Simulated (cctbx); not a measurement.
# Which space group?

Cell: a = 4.4540 Å, b = 4.4540 Å, c = 4.4540 Å, α = 90.00°, β = 90.00°, γ = 90.00°. Expected content of the cell: Ba1 Mn3.

Simulated single-crystal data (cctbx): Mo Kα, λ = 0.71073 Å, to d = 0.8 Å, 70 % of the full sphere, strongest reflection 5000 counts, noise from counting, a 1.5 % proportional error and a noise floor of 4 counts (s.d.); no absorption, some extinction.

A first pass over the reflections prints:

```text
508 reflections to d = 0.813 A
centring   violations  <I/sigma> of those
    A        240 of   263      7.8
    B        238 of   252      8.1
    C        246 of   265      8.1
    I        238 of   256     12.9
    R        321 of   339     13.5
    F        362 of   390      8.0
Laue class    unique    Rint  (classes that these axes allow; Friedel mates merged)
P -1              332   0.021
P 1 2/m 1         203   0.024
P 1 1 2/m         203   0.025
P 2/m 1 1         206   0.024
P m m m           131   0.028
P 4/m             108   0.029
P 4/m m m          76   0.029
R -3 :R           125   0.028
R -3 m :R          80   0.030
P m -3             46   0.031
P m -3 m           33   0.031
space group    extra absences  I>4sigma  <I/sigma>
P 4 3 2                 0          0         -  acentric
P -4 3 m                0          0         -  acentric
P m -3 m                0          0         -  centric
Wilson B = 2.34 A^2   <|E^2-1|> = 0.760 (0.968 centric, 0.736 acentric)   E^2>4: 0.0 %
shell (A)         n   <I/sigma>
 4.45 - 1.17     14     67.2
 1.17 - 0.93      9     51.4
 0.93 - 0.81     10     35.2
```

Q: Read the symmetry from these tables.

Every centring test has many violations, so the lattice is primitive.

Rint stays low (0.021 to 0.031) up to P m -3 m, the highest class in these axes.

3 settings pass the absence test. No glide or screw absences show, which leaves P 4 3 2, P -4 3 m and P m -3 m.

⟨|E²−1|⟩ = 0.760 leans to a non-centrosymmetric structure. Here that hint misleads: the statistic assumes many like atoms on general positions, and few, heavy or special-position atoms break it. The Wilson B of 2.34 Å² means U ≈ 0.0296 Å².

The true group is Pm-3m (no. 221), Laue class m-3m, centrosymmetric. The tables only narrow the choice to the tied entries; cell content, site symmetry and trial solutions must settle it.

This is a model crystal, built by substitution and not relaxed, with assumed displacement parameters.

[Logs are printed without paths, hosts, clocks, repeated set-up lines and the standing remarks that a program may print on its own settings, such as how far it seeks lower states.]
